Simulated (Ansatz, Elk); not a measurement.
# Bonding as seen by X-rays: SrRhS3

The structure of SrRhS3 used here is made up (a known structure type with other elements) and was relaxed beforehand with PBEsol. The aim is the Fourier transform of its all-electron density, F(hkl), set beside the sum over free spherical atoms that refinements use.

Main program and level: Elk 11.2.3 (patched build); DFT, PBE, all-electron APW+lo, Dirac cores, scalar-relativistic bands, static density, no spin.

The structure was built from a prototype and need not be the compound's stable phase.

## (1) Set-up

It takes space group Pm-3m (No. 221, cubic). The conventional cell has a = 4.675 Å, b = 4.675 Å, c = 4.675 Å, α = 90.00°, β = 90.00°, γ = 90.00°. Nearest to Rh lie 6 S at 2.34 Å. Nearest to Sr lie 12 S at 3.31 Å. S has 2 Rh at 2.34 Å and 4 Sr at 3.31 Å nearest. Farther neighbours and most contacts between anions are not listed.

## (2) Ground state and structure factors

An all-electron density is needed, since X-rays see the cores too. Task 0 finds the density and task 195 Fourier-transforms it; tshift is off so that phases refer to the origin typed.

Input file elk.in:

```
tasks
  0
  195

xctype
  20

spinpol
  .false.

rgkmax
  7.0

gmaxvr
  14.0

lmaxo
  7

lmaxapw
  8

swidth
  0.002

tshift
  .false.

ramdisk
  .false.

hmaxvr
  5.5

maxscl
  120

epspot
  1e-06

sppath
  './'

avec
  8.83416133646 -0.00000000000 -0.00000000000
  -0.00000000000 8.83416133646 0.00000000000
  -0.00000000000 0.00000000000 8.83416133646

atoms
  3
  'Rh.in'
  1
  0.5000000000 0.5000000000 0.5000000000   0.000000 0.000000 0.000000
  'Sr.in'
  1
  -0.0000000000 0.0000000000 0.0000000000   0.000000 0.000000 0.000000
  'S.in'
  3
  0.5000000000 -0.0000000000 0.5000000000   0.000000 0.000000 0.000000
  0.0000000000 0.5000000000 0.5000000000   0.000000 0.000000 0.000000
  0.5000000000 0.5000000000 -0.0000000000   0.000000 0.000000 0.000000

ngridk
  5 5 5
```

Command:

```sh
$ OMP_NUM_THREADS=4 elk
```

Numbers of over 12 decimals in the logs are rounded to 6 here.

What it wrote:

```text
┌─────────────────────────┐
│ Elk code version 11.2.3 │
└─────────────────────────┘

All units are atomic (Hartree, Bohr, etc.)

┌─────────────────────────────────────────────────┐
│ Ground-state run starting from atomic densities │
└─────────────────────────────────────────────────┘

Lattice vectors :
   8.834161336      -0.000000000      -0.000000000
  -0.000000000       8.834161336       0.000000000
  -0.000000000       0.000000000       8.834161336

Reciprocal lattice vectors :
  0.7112373284       0.000000000       0.000000000
   0.000000000      0.7112373284       0.000000000
   0.000000000       0.000000000      0.7112373284

Unit cell volume      :    689.4392103
Brillouin zone volume :   0.3597854746

Muffin-tin inner radius fraction :   0.1000000000E-01

Nuclei treated as point charges

Species : 1 (Rh)
 parameters loaded from : Rh.in
 name : rhodium
 nuclear charge    :   -45.00000000
 electronic charge :    45.00000000
 atomic mass :    187585.2511
 muffin-tin radius :    2.365502029
 number of radial points in muffin-tin :   1193
 inner part over the whole radius :   0.9937856870E-02
 number on inner part of muffin-tin    :    847
 approximate nuclear radius :   0.8524867730E-04
 number of mesh points to nuclear radius :    425
 atomic positions (lattice), magnetic fields (Cartesian) :
  1 :   0.50000000  0.50000000  0.50000000    0.00000000  0.00000000  0.00000000

Species : 2 (Sr)
 parameters loaded from : Sr.in
 name : strontium
 nuclear charge    :   -38.00000000
 electronic charge :    38.00000000
 atomic mass :    159721.4892
 muffin-tin radius :    2.600000000
 number of radial points in muffin-tin :   1193
 inner part over the whole radius :   0.9909106339E-02
 number on inner part of muffin-tin    :    847
 approximate nuclear radius :   0.8067967193E-04
 number of mesh points to nuclear radius :    415
 atomic positions (lattice), magnetic fields (Cartesian) :
  1 :   0.00000000  0.00000000  0.00000000    0.00000000  0.00000000  0.00000000

Species : 3 (S)
 parameters loaded from : S.in
 name : sulphur
 nuclear charge    :   -16.00000000
 electronic charge :    16.00000000
 atomic mass :    58450.91931
 muffin-tin radius :    2.001578640
 number of radial points in muffin-tin :    793
 inner part over the whole radius :   0.9983249458E-02
 number on inner part of muffin-tin    :    553
 approximate nuclear radius :   0.6195814986E-04
 number of mesh points to nuclear radius :    252
 atomic positions (lattice), magnetic fields (Cartesian) :
  1 :   0.50000000  0.00000000  0.50000000    0.00000000  0.00000000  0.00000000
  2 :   0.00000000  0.50000000  0.50000000    0.00000000  0.00000000  0.00000000
  3 :   0.50000000  0.50000000  0.00000000    0.00000000  0.00000000  0.00000000

Total number of atoms per unit cell :    5
Total muffin-tin volume :    229.8358971
 ratio of muffin-tin to unit cell volume :   0.3333664429

Spin treatment :
 spin-unpolarised

Number of Bravais lattice symmetries :   48
Number of crystal symmetries         :   48
Crystal has inversion symmetry
Real symmetric eigensolver will be used

k-point grid :      5     5     5
k-point offset :    0.000000000       0.000000000       0.000000000
k-point set is reduced with full crystal symmetry group
Total number of k-points :       10

Muffin-tin radius times maximum |G+k| :    7.000000000
 using average radius
Maximum |G+k| for APW functions       :    3.190450396
Maximum (1/2)|G+k|²                   :    5.089486864
Maximum |G| for potential and density :    14.00000000
Constant for pseudocharge density :    9
 order of it for each species :   16  16  16
 order of it for pair densities of each species (exact exchange by exxq0 0: 17) :   11  14   7
Radial integration step length :    1

G-vector grid sizes :     40    40    40
Number of G-vectors :    31919

Maximum angular momentum used for
 APW functions            :    8
 outer part of muffin-tin :    7
 inner part of muffin-tin :    2

Total nuclear charge    :   -131.0000000
[...]
exchange                    :     -314.42987582927
 correlation                 :     -6.193905
 electron entropic           :    -0.47079636354698E-02
 total energy                :     -9164.1329004121

Density of states at Fermi energy :    390.8252511
 (states/Hartree/unit cell)

Estimated indirect band gap :   0.1015961234E-02
 from k-point 6 to k-point 5
Estimated direct band gap   :   0.4883555884E-02
 at k-point 5

Charges :
 core                        :    86.00000000
 valence                     :    45.00000000
 interstitial                :    10.31322670
 muffin-tins (core leakage)
  species : 1 (Rh)
   atom 1                    :    42.31088078     ( -0.2170241622E-06)
  species : 2 (Sr)
[...]
species : 3 (S)
[...]
total in muffin-tins        :    120.6867733
 total calculated charge     :    130.9983900
 total charge                :    131.0000000
 error                       :   0.1609984430E-02

RMS change in Kohn-Sham potential (target) :   0.4364133955     (  0.1000000000E-05)
Absolute change in total energy (target)   :   0.4233521031     (  0.1000000000E-03)

[... loops 3 to 16 left out ...]

┌──────────────────┐
│ Loop number : 17 │
└──────────────────┘

Energies :
 Fermi                       :     0.226893
 sum of occupied eigenvalues :     -5399.3621845832
 electron kinetic            :      9466.0485269916
 core electron kinetic       :      9228.4324991397
 Coulomb                     :     -18307.648077751
 Coulomb potential           :     -14447.536973570
 nuclear-nuclear             :     -1030.0055052118
 electron-nuclear            :     -20127.652513002
 Hartree                     :      2850.0099404626
 Madelung                    :     -11083.879590966
 xc potential                :     -417.87373800463
 exchange                    :     -315.00375080924
 correlation                 :     -6.209300
 electron entropic           :    -0.42383376744065E-02
 total energy                :     -9162.8168401568

Density of states at Fermi energy :    333.7065372
 (states/Hartree/unit cell)

Estimated indirect band gap :   0.9643588037E-03
 from k-point 6 to k-point 5
Estimated direct band gap   :   0.1629707792E-02
 at k-point 6

Charges :
 core                        :    86.00000000
 valence                     :    45.00000000
 interstitial                :    9.906652705
 muffin-tins (core leakage)
  species : 1 (Rh)
[...]
species : 2 (Sr)
[...]
species : 3 (S)
[...]
total in muffin-tins        :    121.0933473
 total calculated charge     :    130.9982417
 total charge                :    131.0000000
 error                       :   0.1758276511E-02

RMS change in Kohn-Sham potential (target) :   0.2631848064E-06 (  0.1000000000E-05)
Absolute change in total energy (target)   :   0.4467575855E-04 (  0.1000000000E-03)

Convergence targets achieved

┌──────────────────┐
│ Loop number : 18 │
└──────────────────┘

Energies :
 Fermi                       :     0.226893
 sum of occupied eigenvalues :     -5399.3621801106
 electron kinetic            :      9466.0485255782
 core electron kinetic       :      9228.4325021860
 Coulomb                     :     -18307.648071719
 Coulomb potential           :     -14447.536985372
 nuclear-nuclear             :     -1030.0055052118
 electron-nuclear            :     -20127.652488745
 Hartree                     :      2850.0099222380
 Madelung                    :     -11083.879579033
 xc potential                :     -417.87372031719
 exchange                    :     -315.00375033119
 correlation                 :     -6.209300
 electron entropic           :    -0.42383381932674E-02
 total energy                :     -9162.8168350545

Density of states at Fermi energy :    333.7065678
 (states/Hartree/unit cell)

Estimated indirect band gap :   0.9643563562E-03
 from k-point 6 to k-point 5
Estimated direct band gap   :   0.1629707050E-02
 at k-point 6

Charges :
 core                        :    86.00000000
 valence                     :    45.00000000
 interstitial                :    9.906652972
 muffin-tins (core leakage)
  species : 1 (Rh)
[...]
species : 2 (Sr)
[...]
species : 3 (S)
   atom 1                    :    13.89911738     (  0.2624855522E-03)
   atom 2                    :    13.89911738     (  0.2624855522E-03)
   atom 3                    :    13.89911738     (  0.2624855522E-03)
 total in muffin-tins        :    121.0933470
 total calculated charge     :    130.9982417
 total charge                :    131.0000000
 error                       :   0.1758276573E-02

┌──────────────────────────────┐
│ Self-consistent loop stopped │
└──────────────────────────────┘

Warning : core states of species 3 leak from the muffin-tin :   0.2624855522E-03

Wrote STATE.OUT
```

The job ended after 21 s (4 threads of Intel Xeon Platinum 8375C at 2.90GHz (Ice Lake), shared host; peak memory 0.2 GiB).

SFACRHO.OUT:

```text

h k l indices transformed by vhmat matrix:
   1.000000000       0.000000000       0.000000000    
   0.000000000       1.000000000       0.000000000    
   0.000000000       0.000000000       1.000000000    

      h      k      l  multipl.   |H|            Re(F)            Im(F)           |F|

      0      0      0      1   0.0000000       131.00000      0.12514815E-15   131.00000    
      0     -1      0      6  0.71123733      -21.276165     -0.70933932E-14   21.276165    
     -1      0      1     12   1.0058415       58.230065      0.37227897E-14   58.230065    
      1      1      1      8   1.2318992       28.706155      0.61421675E-14   28.706155    
      0      0     -2      6   1.4224747       96.872949      0.14647580E-13   96.872949    
     -1      0     -2     24   1.5903750      -15.551935     -0.14635398E-13   15.551935    
     -1      1     -2     24   1.7421685       50.249333      0.27436917E-14   50.249333    
      2      2      0     12   2.0116830       83.154008     -0.24016141E-13   83.154008    
      2     -2      1     24   2.1337120      -13.259266     -0.58986971E-14   13.259266    
      0      0      3      6   2.1337120      -13.173508      0.17919183E-13   13.173508    
     -3      1      0     24   2.2491299       44.831215      0.40329590E-13   44.831215    
     -1     -1     -3     24   2.3589074       20.603100     -0.64775459E-14   20.603100    
      2     -2     -2      8   2.4637984       75.344859      0.11062204E-13   75.344859    
     -2     -3      0     24   2.5644027      -12.009799     -0.22589821E-13   12.009799    
     -2      1      3     48   2.6612064       41.090263     -0.27077041E-13   41.090263    
      4      0      0      6   2.8449493       69.868687     -0.19918494E-13   69.868687    
      3      2     -2     24   2.9325066      -11.186669      0.13493174E-13   11.186669    
     -4      0     -1     24   2.9325066      -11.121637     -0.17263990E-13   11.121637
```

Elk indexes on the primitive cell of elk.in and gives |H| = 4π sin θ/λ in inverse bohr. Below, one row stands for each form hkl of the conventional cell (m members, Friedel mates merged), F is for one primitive cell and the density is static (no thermal factor). Free-atom factors are Waasmaier and Kirfel's, and R is Σm||F|−|F'||/Σm|F|.

| hkl | m | sin θ/λ (Å⁻¹) | abs F, DFT | neutral atoms | diff. |
| --- | --- | --- | --- | --- | --- |
| 100 | 6 | 0.107 | 21.276 | 21.305 | -0.028 |
| 110 | 12 | 0.151 | 58.230 | 58.507 | -0.277 |
| 111 | 8 | 0.185 | 28.706 | 28.240 | +0.467 |
| 200 | 6 | 0.214 | 96.873 | 96.933 | -0.060 |
| 210 | 24 | 0.239 | 15.552 | 15.687 | -0.135 |
| 211 | 24 | 0.262 | 50.249 | 50.310 | -0.061 |
| 220 | 12 | 0.302 | 83.154 | 83.334 | -0.180 |
| 221 | 24 | 0.321 | 13.259 | 13.323 | -0.064 |
| 300 | 6 | 0.321 | 13.174 | 13.323 | -0.149 |
| 310 | 24 | 0.338 | 44.831 | 44.858 | -0.026 |
| 311 | 24 | 0.355 | 20.603 | 20.709 | -0.106 |
| 222 | 8 | 0.370 | 75.345 | 75.369 | -0.024 |
| 320 | 24 | 0.386 | 12.010 | 11.966 | +0.044 |
| 321 | 48 | 0.400 | 41.090 | 41.007 | +0.083 |

## (3) The highest occupied states alone

An energy window below the Fermi level keeps the highest occupied states, to see at which angles they scatter; shallow core shells can lie inside it and anion s states outside. No new self-consistency is needed.

Changes to elk.in since step 2:

```diff
@@ -1,3 +1,2 @@
 tasks
-  0
   195
@@ -40,2 +39,5 @@
 
+wsfac
+  -0.140600 0.526890
+
 sppath
```

Command:

```sh
$ OMP_NUM_THREADS=4 elk
```

What it wrote:

```text
┌─────────────────────────────────┐
│ Elk code version 11.2.3 started │
└─────────────────────────────────┘

Info(readinput): the functional depends on the density's gradient
 muffin-tin radial points multiplied by    2.00000
 (not where nrmtscf is given)

┌────────────────────┐
│ Current task : 195 │
└────────────────────┘
Info(checkmt): changed muffin-tin radius of species 1 (Rh) from   2.6000 to   2.3655
Info(checkmt): changed muffin-tin radius of species 3 (S) from   2.2000 to   2.0016

Info(sfacrho): density structure factors written to SFACRHO.OUT

 Energy window :  -0.1406000000      0.5268900000

┌──────────────────┐
│ Elk code stopped │
└──────────────────┘
```

Elapsed: 9.5 s, on 4 threads; peak memory 0.17 GiB; 11 s of CPU time.

States within 10 eV below the Fermi level hold 23.00 electrons; any levels below the window count with the cores. Their amplitudes can exceed the total, where window and core parts have opposite phase:

| hkl | sin θ/λ (Å⁻¹) | abs F, window | abs F, all |
| --- | --- | --- | --- |
| 100 | 0.107 | 8.822 | 21.276 |
| 110 | 0.151 | 2.717 | 58.230 |
| 111 | 0.185 | 0.239 | 28.706 |
| 200 | 0.214 | 5.577 | 96.873 |
| 210 | 0.239 | 2.945 | 15.552 |
| 211 | 0.262 | 1.720 | 50.249 |
| 220 | 0.302 | 1.550 | 83.154 |
| 221 | 0.321 | 1.057 | 13.259 |
| 300 | 0.321 | 0.773 | 13.174 |
| 310 | 0.338 | 0.777 | 44.831 |

## (4) Another functional

The difference from free atoms is small, so it is set against the change that LDA (Perdew-Wang) makes.

Changes to elk.in since step 3:

```diff
@@ -1,2 +1,3 @@
 tasks
+  0
   195
@@ -4,3 +5,3 @@
 xctype
-  20
+  3
 
@@ -39,5 +40,2 @@
 
-wsfac
-  -0.140600 0.526890
-
 sppath
```

Command:

```sh
$ OMP_NUM_THREADS=4 elk
```

What it wrote:

```text
┌─────────────────────────┐
│ Elk code version 11.2.3 │
└─────────────────────────┘

All units are atomic (Hartree, Bohr, etc.)

┌─────────────────────────────────────────────────┐
│ Ground-state run starting from atomic densities │
└─────────────────────────────────────────────────┘

Lattice vectors :
   8.834161336      -0.000000000      -0.000000000
  -0.000000000       8.834161336       0.000000000
  -0.000000000       0.000000000       8.834161336

Reciprocal lattice vectors :
  0.7112373284       0.000000000       0.000000000
[...]
species : 1 (Rh)
[...]
species : 2 (Sr)
[...]
species : 3 (S)
[...]
atom 2                    :    13.87804851     (  0.2591820620E-03)
   atom 3                    :    13.87804851     (  0.2591820620E-03)
 total in muffin-tins        :    121.0504661
 total calculated charge     :    130.9982330
 total charge                :    131.0000000
 error                       :   0.1767018836E-02

┌──────────────────────────────┐
│ Self-consistent loop stopped │
└──────────────────────────────┘

Warning : core states of species 3 leak from the muffin-tin :   0.2591820620E-03

Wrote STATE.OUT
[key lines of the parts left out:]
total energy                :     -9151.0257173600
```

Elapsed: 13 s, on 4 threads; peak memory 0.17 GiB.

Against the first run R = 0.06 %; the largest change is -0.059 at 444.

## (5) Basis size

The basis and the expansions that go with it are enlarged, to see whether the differences are converged.

Changes to elk.in since step 4:

```diff
@@ -5,3 +5,3 @@
 xctype
-  3
+  20
 
@@ -11,12 +11,12 @@
 rgkmax
-  7.0
+  8.5
 
 gmaxvr
-  14.0
+  18.0
 
 lmaxo
-  7
+  9
 
 lmaxapw
-  8
+  10
```

Command:

```sh
$ OMP_NUM_THREADS=4 elk
```

What it wrote:

```text
┌─────────────────────────┐
│ Elk code version 11.2.3 │
└─────────────────────────┘

All units are atomic (Hartree, Bohr, etc.)

┌─────────────────────────────────────────────────┐
│ Ground-state run starting from atomic densities │
└─────────────────────────────────────────────────┘

Lattice vectors :
   8.834161336      -0.000000000      -0.000000000
  -0.000000000       8.834161336       0.000000000
  -0.000000000       0.000000000       8.834161336

Reciprocal lattice vectors :
  0.7112373284       0.000000000       0.000000000
[...]
species : 1 (Rh)
[...]
species : 2 (Sr)
[...]
species : 3 (S)
[...]
atom 2                    :    13.90313413     (  0.2626929820E-03)
   atom 3                    :    13.90313413     (  0.2626929820E-03)
 total in muffin-tins        :    121.1158327
 total calculated charge     :    130.9992569
 total charge                :    131.0000000
 error                       :   0.7430972762E-03

┌──────────────────────────────┐
│ Self-consistent loop stopped │
└──────────────────────────────┘

Warning : core states of species 3 leak from the muffin-tin :   0.2626929820E-03

Wrote STATE.OUT
[key lines of the parts left out:]
total energy                :     -9162.8271793737
```

Wall time 51 s (4 threads); peak memory 0.4 GiB; 97 s of CPU time.

Against the first run R = 0.01 %; the largest change is -0.011 at 322.

## (6) Settings against the effect

| run | R against the first run (%) | R against neutral atoms, low angle (%) | wall time |
| --- | --- | --- | --- |
| PBE, rgkmax 7 | 0.00 | 0.38 | 21 s |
| LDA (Perdew-Wang) | 0.06 | 0.40 | 13 s |
| rgkmax 8.5 with larger expansions | 0.01 | 0.37 | 51 s |

## (7) Outcome

```json
{
 "R against neutral atoms, sin θ/λ < 0.3 Å⁻¹": "0.38 %",
 "R against neutral atoms, 0.3 to 0.82 Å⁻¹": "0.27 %"
}
```

Independent neutral atoms miss the calculated amplitudes by R = 0.38 % below 0.3 Å⁻¹ and 0.27 % from there to 0.82 Å⁻¹; by shells, 0.13 % below 0.15 Å⁻¹ (1 form), 0.39 % 0.15 to 0.3 (5 forms), 0.27 % 0.3 to 0.45 (11 forms), 0.27 % above 0.45 (57 forms). Bonding, aspherical density and the tables' own atoms all enter these figures, and the runs don't part them. The largest change of an amplitude is +0.47 electrons, at 111. The window's part falls from 23.0 electrons at the origin to at most 0.37 between 0.45 and 0.82 Å⁻¹. Below 0.3 Å⁻¹ the changes that finished (LDA (Perdew-Wang) and rgkmax 8.5 with larger expansions) move F by R = 0.06 % at most, against the 0.38 % that separates it from free atoms. The k-mesh has no finished test. These runs have no spin, though d or f shells may be open. The electron count is odd, so without spin the run is a metal by force. Part of the difference isn't bonding: the tables are fits to free atoms and ions calculated by other methods than this functional. Thermal motion, anomalous dispersion and extinction are left out.

[Logs are printed without paths, hosts, clocks, repeated set-up lines and the standing remarks that a program may print on its own settings, such as how far it seeks lower states.]

[Hosts, paths, dates, database ids (printed as entryN), source tags and the programs' standing remarks are cut or masked in the printed files.]
